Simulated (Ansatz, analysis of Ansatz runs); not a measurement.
# Vacancy formation of the monovacancy in Pb (PBE)

How near does this set-up come to the measured vacancy formation? Subject: monovacancy in Pb. Set-up: PBE, 64-site cell, measured lattice, 420 eV, k: 3x3x3 Gamma-centred. The model is a cell of 64 host atoms with 1 Pb taken out. The formation energy is the energy of the cell with the vacancy less that of the same number of atoms in the perfect cell.

Measured beforehand: Vacancy formation energy: 0.58 eV (quoted in “Nonuniversal structure of point defects in face-centered cubic metals”, 2021, Pui-Wai Ma and S. L. Dudarev, quoting earlier work (1991)). The calculation is set beside it at the end.

Method: plane-wave PAW DFT, PBE; relaxation of all atoms of a defect supercell, in Ansatz 0.2.0.

### 1. Starting point

The cell holds 63 atoms: 63 Pb. Its edges and angles: a = 14.001 Å, b = 14.001 Å, c = 14.001 Å, α = 60.0°, β = 60.0°, γ = 60.0°. It derives from Pb (space group Fm-3m). Nearest the centre at fractional (0.500, 0.500, 0.500): Pb58 at 3.50 Å, Pb31 at 3.50 Å, Pb46 at 3.50 Å, Pb54 at 3.50 Å, Pb57 at 3.50 Å, Pb28 at 3.50 Å, Pb27 at 3.50 Å, Pb43 at 3.50 Å.

The host's primitive cell comes from a first run (plane-wave PAW DFT, PBE; relaxation of the host's atoms at the measured cell): vectors of 3.500, 3.500 and 3.500 Å. That is 30.32 Å³ an atom. The supercell is built on it.

### 2. Relaxation, charge 0

Every later number rests on the structure around the defect, so the atoms are relaxed at the host's lattice first.

Input file relax/input.yaml:

```yaml
relax:
  f_tol: 0.02
  max_steps: 80
  escape_saddle: false
crystal:
  lattice:
    - [0.0, 9.90008, 9.90008]
    - [9.90008, 0.0, 9.90008]
    - [9.90008, 9.90008, 0.0]
  atoms:
    - { symbol: Pb, position: [0.0, 0.0, 0.0] }
    - { symbol: Pb, position: [0.0, 0.0, 0.25] }
    - { symbol: Pb, position: [0.0, 0.0, 0.5] }
    - { symbol: Pb, position: [0.0, 0.0, 0.75] }
    - { symbol: Pb, position: [0.0, 0.25, 0.0] }
    - { symbol: Pb, position: [0.0, 0.25, 0.25] }
    - { symbol: Pb, position: [0.0, 0.25, 0.5] }
    - { symbol: Pb, position: [0.0, 0.25, 0.75] }
    - { symbol: Pb, position: [0.0, 0.5, 0.0] }
    - { symbol: Pb, position: [0.0, 0.5, 0.25] }
    - { symbol: Pb, position: [0.0, 0.5, 0.5] }
    - { symbol: Pb, position: [0.0, 0.5, 0.75] }
    - { symbol: Pb, position: [0.0, 0.75, 0.0] }
    - { symbol: Pb, position: [0.0, 0.75, 0.25] }
    - { symbol: Pb, position: [0.0, 0.75, 0.5] }
    - { symbol: Pb, position: [0.0, 0.75, 0.75] }
    - { symbol: Pb, position: [0.25, 0.0, 0.0] }
    - { symbol: Pb, position: [0.25, 0.0, 0.25] }
    - { symbol: Pb, position: [0.25, 0.0, 0.5] }
    - { symbol: Pb, position: [0.25, 0.0, 0.75] }
    - { symbol: Pb, position: [0.25, 0.25, 0.0] }
    - { symbol: Pb, position: [0.25, 0.25, 0.25] }
    - { symbol: Pb, position: [0.25, 0.25, 0.5] }
    - { symbol: Pb, position: [0.25, 0.25, 0.75] }
    - { symbol: Pb, position: [0.25, 0.5, 0.0] }
    - { symbol: Pb, position: [0.25, 0.5, 0.25] }
    - { symbol: Pb, position: [0.25, 0.5, 0.5] }
    - { symbol: Pb, position: [0.25, 0.5, 0.75] }
    - { symbol: Pb, position: [0.25, 0.75, 0.0] }
    - { symbol: Pb, position: [0.25, 0.75, 0.25] }
    - { symbol: Pb, position: [0.25, 0.75, 0.5] }
    - { symbol: Pb, position: [0.25, 0.75, 0.75] }
    - { symbol: Pb, position: [0.5, 0.0, 0.0] }
    - { symbol: Pb, position: [0.5, 0.0, 0.25] }
    - { symbol: Pb, position: [0.5, 0.0, 0.5] }
    - { symbol: Pb, position: [0.5, 0.0, 0.75] }
    - { symbol: Pb, position: [0.5, 0.25, 0.0] }
    - { symbol: Pb, position: [0.5, 0.25, 0.25] }
    - { symbol: Pb, position: [0.5, 0.25, 0.5] }
    - { symbol: Pb, position: [0.5, 0.25, 0.75] }
    - { symbol: Pb, position: [0.5, 0.5, 0.0] }
    - { symbol: Pb, position: [0.5, 0.5, 0.25] }
    - { symbol: Pb, position: [0.5, 0.5, 0.75] }
    - { symbol: Pb, position: [0.5, 0.75, 0.0] }
    - { symbol: Pb, position: [0.5, 0.75, 0.25] }
    - { symbol: Pb, position: [0.5, 0.75, 0.5] }
    - { symbol: Pb, position: [0.5, 0.75, 0.75] }
    - { symbol: Pb, position: [0.75, 0.0, 0.0] }
    - { symbol: Pb, position: [0.75, 0.0, 0.25] }
    - { symbol: Pb, position: [0.75, 0.0, 0.5] }
    - { symbol: Pb, position: [0.75, 0.0, 0.75] }
    - { symbol: Pb, position: [0.75, 0.25, 0.0] }
    - { symbol: Pb, position: [0.75, 0.25, 0.25] }
    - { symbol: Pb, position: [0.75, 0.25, 0.5] }
    - { symbol: Pb, position: [0.75, 0.25, 0.75] }
    - { symbol: Pb, position: [0.75, 0.5, 0.0] }
    - { symbol: Pb, position: [0.75, 0.5, 0.25] }
    - { symbol: Pb, position: [0.75, 0.5, 0.5] }
    - { symbol: Pb, position: [0.75, 0.5, 0.75] }
    - { symbol: Pb, position: [0.75, 0.75, 0.0] }
    - { symbol: Pb, position: [0.75, 0.75, 0.25] }
    - { symbol: Pb, position: [0.75, 0.75, 0.5] }
    - { symbol: Pb, position: [0.75, 0.75, 0.75] }
basis:
  ecutwfc: 420
  xc_grid: 2
hamiltonian:
  xc: pbe
kpoints:
  mp_grid: { grid: [3, 3, 3] }
scf:
  occupations: { method: methfessel_paxton, width: 0.1 }
  max_iter: 120
output:
  forces: true
checkpoint:
  write: "../relax.run"
  compress: false
  write_wavefunctions: true
  write_every: 100000
```

The run is started by

```
$ ansatz run input.yaml --threads 4 --pin off --max-ram 7536MiB --backend cpu --events-out ev --progress --plain --runs-dir out
```

Numbers of over 12 decimals in the logs are rounded to 6 here.

The program printed:

```text
[... repeated set-up lines and file paths are left out, and long positions are rounded to six places ...]
Engine: ansatz 0.2.0, aarch64-unknown-linux-gnu
Pseudopotentials: kind: paw
Pseudopotential: Pb, paw, valence charge 14, recommended cutoff 420 eV (normal), Pb.paw.azcp
Functional definition: PBE
  parameter kappa = 0.804
  parameter beta = 0.066725
  exchange = pbe_x(kappa = kappa, mu = beta*pi^2/3)
  correlation = pbe_c(beta = beta)
Crystal: 63 atoms, lattice volume = 1940.645 Å³
Basis set: ecut = 420 eV, 38013 PW (Γ), exchange–correlation on 192×192×192 points (8 copies of the dense FFT grid, shifted against one another)
Bands: 530, of which v1, the nominal top of the filled ones, is band 441 counted from 1 (440 counted from 0)
Symmetry: 48 space group operations
Space group: Fm-3m (ITA 225), of the structure as read, at distance tolerance 1.2e-4 Å
k-points: 4 of 27
Non-local potential: Pb, projectors of the file, l = 0: 2, l = 1: 2, l = 2: 2, l = 3: 2
PAW form: soft (Blöchl's): semilocal exchange-correlation on the pseudo side does not see the compensation charge
PAW one-centre angular grid: Pb, 590 points (default); XC on 64 Gauss nodes
Initial density: superposition of atomic densities (neutral atoms: chi_scale 0, normalization atom), corrected by the library's trained network
Initial wavefunctions: pseudopotential atomic-orbital guess
Functional: x = pbe(κ = 0.804, μ = 0.219515), c = pbe(β = 0.066725)
SCF iter   1: F=—  HF=-750102.301902 eV  |F-HF|=—  |Δ(HF+E_count)|=         —  Δρ=7.91e-4  dr2=3.24e-2  ethr=1.77e-3  ⟨swp⟩=7.2  Hψ=8712  notcnv=0  defer=18
preconditioner: auto → Kerker (q_TF=auto, 2.392 Å⁻¹)  [metal: Δε(μ)=0.060 eV  Ē_g=15.836 eV  σ=0.100 eV  W_gap=0.49  n_scr=458 (ndim 8)  ℏωp=25.0 eV  f_vac=0.007  D(μ)=72.13/eV (n_scr^D=536)]
SCF iter   2: F=—  HF=-750102.330687 eV  |F-HF|=—  |Δ(HF+E_count)|=   2.88e-2  S|Δr|=    0.00e0  Δρ=5.59e-4  dr2=1.45e-2  ethr=3.67e-6  ⟨swp⟩=2.2  Hψ=3980  notcnv=0  defer=22
SCF iter   3: F=—  HF=-750102.330268 eV  |F-HF|=—  |Δ(HF+E_count)|=   4.18e-4  S|Δr|=    0.00e0  Δρ=1.52e-4  dr2=7.60e-4  ethr=1.65e-6  ⟨swp⟩=2.0  Hψ=2164  notcnv=0  defer=22
SCF iter   4: F=—  HF=-750102.329977 eV  |F-HF|=—  |Δ(HF+E_count)|=   2.92e-4  S|Δr|=    0.00e0  Δρ=8.27e-5  dr2=2.54e-4  ethr=8.62e-8  ⟨swp⟩=2.0  Hψ=2357  notcnv=0  defer=22
SCF iter   5: F=—  HF=-750102.330044 eV  |F-HF|=—  |Δ(HF+E_count)|=   6.75e-5  S|Δr|=    0.00e0  Δρ=4.21e-5  dr2=6.56e-4  ethr=2.88e-8  ⟨swp⟩=3.0  Hψ=3963  notcnv=0  defer=22
SCF iter   6: F=—  HF=-750102.330001 eV  |F-HF|=—  |Δ(HF+E_count)|=   4.32e-5  S|Δr|=    0.00e0  Δρ=1.66e-5  dr2=4.92e-5  ethr=2.88e-8  ⟨swp⟩=2.0  Hψ=2170  notcnv=0  defer=22
SCF iter   7: F=-750102.330002 eV  HF=-750102.330002 eV  |F-HF|=2.34e-7  |Δ(HF+E_count)|=   9.78e-7  S|Δr|=    0.00e0  Δρ=8.28e-6  dr2=5.63e-6  ethr=1.13e-9  ⟨swp⟩=3.0  Hψ=6244  notcnv=0
SCF 1 converged in 7 iterations: F = -750102.330002 eV  dr2 = 5.63e-6
  greatest PAW one-centre occupation: 0.978 electrons in one spin orbital (limit 2), on the Pb atom at site 40 (counted from 0), in its partial waves of l = 2
relax step   1: F+E_penalty+E_count = -750102.33000215 eV  Δ(F+E_penalty+E_count) = +0.000e0 eV  max|allowed force component| = 7.749e-2 eV/Å  Δτ_max = 0.0000 Å  (7 SCF iters, dr2 threshold 1.00e-5 eV, accepted)
[... the SCF cycles and remarks between the steps are left out from here to the last step ...]
relax step   2: F+E_penalty+E_count = -750102.36926863 eV  Δ(F+E_penalty+E_count) = -3.927e-2 eV  max|allowed force component| = 3.919e-2 eV/Å  Δτ_max = 0.0384 Å  (8 SCF iters, accepted)
SCF iter   1: F=—  HF=-750102.383645 eV  |F-HF|=—  |Δ(HF+E_count)|=         —  Δρ=4.58e-4  dr2=2.06e-2  ethr=3.39e-5  ⟨swp⟩=5.8  Hψ=4740  notcnv=0  defer=197
SCF iter   2: F=—  HF=-750102.382832 eV  |F-HF|=—  |Δ(HF+E_count)|=   8.13e-4  S|Δr|=    0.00e0  Δρ=3.08e-4  dr2=1.05e-2  ethr=2.33e-6  ⟨swp⟩=2.0  Hψ=2513  notcnv=0  defer=196
SCF iter   3: F=—  HF=-750102.381627 eV  |F-HF|=—  |Δ(HF+E_count)|=   1.20e-3  S|Δr|=    0.00e0  Δρ=5.29e-5  dr2=3.54e-4  ethr=1.20e-6  ⟨swp⟩=2.0  Hψ=2116  notcnv=0  defer=196
SCF iter   4: F=—  HF=-750102.381596 eV  |F-HF|=—  |Δ(HF+E_count)|=   3.18e-5  S|Δr|=    0.00e0  Δρ=2.60e-5  dr2=4.66e-5  ethr=4.02e-8  ⟨swp⟩=3.0  Hψ=2301  notcnv=0  defer=196
SCF iter   5: F=—  HF=-750102.381275 eV  |F-HF|=—  |Δ(HF+E_count)|=   3.21e-4  S|Δr|=    0.00e0  Δρ=1.09e-5  dr2=1.43e-5  ethr=5.29e-9  ⟨swp⟩=2.0  Hψ=2321  notcnv=0  defer=196
SCF iter   6: F=—  HF=-750102.381274 eV  |F-HF|=—  |Δ(HF+E_count)|=   4.62e-7  S|Δr|=    0.00e0  Δρ=5.42e-6  dr2=2.49e-6  ethr=1.62e-9  ⟨swp⟩=2.0  Hψ=2268  notcnv=0  defer=196
SCF iter   7: F=—  HF=-750102.381275 eV  |F-HF|=—  |Δ(HF+E_count)|=   1.25e-6  S|Δr|=    0.00e0  Δρ=2.55e-6  dr2=5.22e-7  ethr=2.82e-10  ⟨swp⟩=2.0  Hψ=2339  notcnv=0  defer=196
SCF iter   8: F=-750102.381276 eV  HF=-750102.381276 eV  |F-HF|=4.10e-8  |Δ(HF+E_count)|=   5.27e-7  S|Δr|=    0.00e0  Δρ=9.35e-7  dr2=3.02e-8  ethr=1.13e-11  ⟨swp⟩=3.2  Hψ=6875  notcnv=0
SCF 3 converged in 8 iterations: F = -750102.381276 eV  dr2 = 3.02e-8
relax step   3: F+E_penalty+E_count = -750102.38127602 eV  Δ(F+E_penalty+E_count) = -1.201e-2 eV  max|allowed force component| = 8.008e-3 eV/Å  Δτ_max = 0.0388 Å  (8 SCF iters, accepted)
NSCF: frozen V_eff on 4 k-points
the band table was solved once a step of the walk had ended and its energy, with any forces and stress, was formed, with the checks that follow a solve (7581 applications of the Hamiltonian). They found nothing against the state; [...]
SCF converged after 8 iterations
Stability not checked: this state was not tested for a lower state beside it, because cold or Methfessel-Paxton smearing, or corrected tetrahedra, fill the levels in a way that the test cannot read (fill_not_monotonic; see scf.lower_state_search)
Free energy (F): -750102.381276 eV
Harris-Foulkes:  -750102.381276 eV  (|F-HF|=4.10e-8)
Internal energy: -750102.367756 eV  (E = F + TS)
E sigma→0 (E₀):  -750102.377896 eV
Entropy (-TS):   -0.013520 eV (-0.215 meV/atom)
Fermi energy:    10.799595 eV
Step filling:    the computed levels leave a gap of 0.0000 eV = 0.0 smearing widths at the electron count; against every level under it full and every level over it empty, smearing changes F+E_penalty+E_count by +5.182 meV and its σ→0 estimate by +8.562 meV
--- Per-component energies (eV) ---
  E_band       = -2510.622527
  E_kinetic    = 18209.774881
  E_local      = -65370.228000  (includes V_loc(G=0)·N_el)
  E_nonlocal   = 22020.457310
  E_hartree    = 26032.270791
  E_xc         = -13915.341167
  E_vxc        = -8355.179099  (∫ρ·V_xc dr)
  E_paw        = -655544.874512  (= ΣΔE_a)
  E_vpaw       = -21079.996903  (= ΣTr[D̂ρ^β])
  E_aug_tail   = 0.003200  (compensation charges beyond the density's cutoff)
  E_ewald      = -81534.430259
  E_smearing   = -0.013520  (= −TS)
  E_closure    = 0.000000  (closes the sum)
  Σ components = -750102.381276   (vs F -750102.381276, Δ=0.00e0)
--- Forces (eV/Å), atoms counted from 1 ---
  atom   1  Pb     0.00000000     0.00000000    -0.00000000
  atom   2  Pb     0.00142376     0.00142376     0.00000000
  [... 28 atoms left out ...]
  atom  31  Pb     0.00800801    -0.00800801    -0.00000000
  [... 7 atoms left out ...]
  atom  39  Pb    -0.00800801     0.00000000    -0.00800801
  atom  40  Pb     0.00000000     0.00800801    -0.00800801
  [... 1 atom left out ...]
  atom  42  Pb    -0.00800801    -0.00800801     0.00000000
  atom  43  Pb     0.00800801     0.00800801    -0.00000000
  [... 1 atom left out ...]
  atom  45  Pb    -0.00000000    -0.00800801     0.00800801
  atom  46  Pb     0.00800801    -0.00000000     0.00800801
  [... 7 atoms left out ...]
  atom  54  Pb    -0.00800801     0.00800801     0.00000000
  [... 2 atoms left out ...]
  atom  57  Pb    -0.00800801    -0.00000000     0.00800801
  atom  58  Pb     0.00000000     0.00800801     0.00800801
  [... 5 atoms left out ...]
  max |Σ_I F_I| component: 1.60e-17 eV/Å
--- Band table (eV) ---
  k-point 0: bands = ["-6.5021", "-6.5021", "-6.5021", "-6.4276", [... 522 left out ...] "14.7519", "14.7519", "15.2567", "15.2567"]
  k-point 1: bands = ["-6.4865", "-6.4865", "-6.4864", "-6.4494", [... 522 left out ...] "15.2178", "15.2178", "15.2279", "15.2330"]
  [... further k-points left out ...]
--- Relaxed structure (3 steps of the walk, 3 accepted, 0 SCFs on fresh bases) ---
  F+E_penalty+E_count = -750102.38127602 eV   max|allowed force component| = 8.008e-3 eV/Å
  atoms:
    - { symbol: Pb, position: [0, 0, 0] }
    - { symbol: Pb, position: [0, 0, 0.249046] }
    [... 28 atoms left out ...]
    - { symbol: Pb, position: [0.255513, 0.744487, 0.500000] }
    [... 7 atoms left out ...]
    - { symbol: Pb, position: [0.500000, 0.255513, 0.500000] }
    - { symbol: Pb, position: [0.500000, 0.255513, 0.744487] }
    [... 1 atom left out ...]
    - { symbol: Pb, position: [0.500000, 0.500000, 0.255513] }
    - { symbol: Pb, position: [0.500000, 0.500000, 0.744487] }
    [... 1 atom left out ...]
    - { symbol: Pb, position: [0.500000, 0.744487, 0.255513] }
    - { symbol: Pb, position: [0.500000, 0.744487, 0.5] }
    [... 7 atoms left out ...]
    - { symbol: Pb, position: [0.744487, 0.255513, 0.500000] }
    [... 2 atoms left out ...]
    - { symbol: Pb, position: [0.744487, 0.500000, 0.255513] }
    - { symbol: Pb, position: [0.744487, 0.500000, 0.5] }
    [... 5 atoms left out ...]
```

Elapsed: 7.3 min, on 4 threads of Arm Neoverse V1, shared host; peak memory 6.8 GiB.

Step by step:

| step | energy less that of the first step (eV) | largest force component (eV/Å) |
| --- | --- | --- |
| 1 | 0.0000 | 0.0775 |
| 2 | -0.0393 | 0.0392 |
| 3 | -0.0513 | 0.0080 |

The run keeps the 48 symmetry operations that it works with, so distortions that break them were not tested.

The atoms that moved most (Å):

```
atom      dx      dy      dz  length
Pb43  -0.055  -0.055   0.000   0.077
Pb46  -0.055   0.000  -0.055   0.077
Pb58   0.000  -0.055  -0.055   0.077
Pb28  -0.055   0.000   0.055   0.077
Pb40   0.000  -0.055   0.055   0.077
Pb31  -0.055   0.055   0.000   0.077
Pb57   0.055   0.000  -0.055   0.077
Pb54   0.055  -0.055   0.000   0.077
```

The atoms nearest to the centre after the run:

```
atom  distance (Å)
Pb43         3.423
Pb58         3.423
Pb46         3.423
Pb28         3.423
Pb40         3.423
Pb31         3.423
Pb57         3.423
Pb54         3.423
Pb45         3.423
Pb42         3.423
Pb27         3.423
Pb39         3.423
```

Read from the output:

| Quantity | Value |
| --- | --- |
| free energy | -750102.3813 eV |
| smearing term TS | 0.01352 eV |

### 3. Defect-free supercell

The perfect cell is run with the same cutoff and k-points as the defect cell, so that sampling errors largely cancel in the difference.

This step: plane-wave PAW DFT, PBE; single point of the defect-free supercell.

System of this step: The cell holds 64 atoms: 64 Pb. Its edges and angles: a = 14.001 Å, b = 14.001 Å, c = 14.001 Å, α = 60.0°, β = 60.0°, γ = 60.0°.

Input file host/input.yaml:

```yaml
crystal:
  lattice:
    - [0.0, 9.90008, 9.90008]
    - [9.90008, 0.0, 9.90008]
    - [9.90008, 9.90008, 0.0]
  atoms:
    - { symbol: Pb, position: [0.0, 0.0, 0.0] }
    - { symbol: Pb, position: [0.0, 0.0, 0.25] }
    - { symbol: Pb, position: [0.0, 0.0, 0.5] }
    - { symbol: Pb, position: [0.0, 0.0, 0.75] }
    - { symbol: Pb, position: [0.0, 0.25, 0.0] }
    - { symbol: Pb, position: [0.0, 0.25, 0.25] }
    - { symbol: Pb, position: [0.0, 0.25, 0.5] }
    - { symbol: Pb, position: [0.0, 0.25, 0.75] }
[... 50 atom lines left out ...]
    - { symbol: Pb, position: [0.75, 0.5, 0.5] }
    - { symbol: Pb, position: [0.75, 0.5, 0.75] }
    - { symbol: Pb, position: [0.75, 0.75, 0.0] }
    - { symbol: Pb, position: [0.75, 0.75, 0.25] }
    - { symbol: Pb, position: [0.75, 0.75, 0.5] }
    - { symbol: Pb, position: [0.75, 0.75, 0.75] }
basis:
  ecutwfc: 420
  xc_grid: 2
hamiltonian:
  xc: pbe
kpoints:
  mp_grid: { grid: [3, 3, 3] }
scf:
  occupations: { method: methfessel_paxton, width: 0.1 }
  max_iter: 120
output:
  forces: true
```

The program printed:

```text
[...]
Crystal: 64 atoms, lattice volume = 1940.645 Å³
Basis set: ecut = 420 eV, 38013 PW (Γ), exchange–correlation on 192×192×192 points (8 copies of the dense FFT grid, shifted against one another)
Bands: 512, of which v1, the nominal top of the filled ones, is band 448 counted from 1 (447 counted from 0)
Symmetry: 3072 space group operations
[...]
k-points: 4 of 27
[...]
SCF iter   1: F=—  HF=-762008.743705 eV  |F-HF|=—  |Δ(HF+E_count)|=         —  Δρ=7.79e-4  dr2=7.13e-3  ethr=1.77e-3  ⟨swp⟩=6.8  Hψ=8122  notcnv=0
[...]
SCF iter   6: F=-762008.774366 eV  HF=-762008.774366 eV  |F-HF|=1.95e-7  |Δ(HF+E_count)|=   1.26e-6  S|Δr|=    0.00e0  Δρ=3.90e-6  dr2=3.76e-7  ethr=1.12e-10  ⟨swp⟩=4.0  Hψ=5815  notcnv=0
SCF 1 converged in 6 iterations: F = -762008.774366 eV  dr2 = 3.76e-7
[...]
SCF converged after 6 iterations
[...]
Free energy (F): -762008.774366 eV
[...]
Internal energy: -762008.722123 eV  (E = F + TS)
E sigma→0 (E₀):  -762008.761306 eV
Entropy (-TS):   -0.052243 eV (-0.816 meV/atom)
Fermi energy:    11.008998 eV
[...]
```

Wall time 81 s (4 threads); peak memory 5.9 GiB.

Read from the output:

| Item | Value |
| --- | --- |
| free energy | -762008.7744 eV |
| smearing term TS | 0.05224 eV |

### 4. Outcome

This set-up is not sound: off the functional's own lattice the cell is under pressure, and the pressure times the atomic volume enters this difference of energies. For the record: Vacancy formation energy: computed 0.00 eV, measured 0.58 eV; 0.58 eV below the measurement.

[Logs are printed without paths, hosts, clocks, repeated set-up lines and the standing remarks that a program may print on its own settings, such as how far it seeks lower states.]

[Hosts, paths, dates, database ids (printed as entryN), source tags and the programs' standing remarks are cut or masked in the printed files.]

[For some hosts the program warned that the k-mesh of the response run may be too coarse for force constants and the static dielectric constant; such warnings are not shown here.]
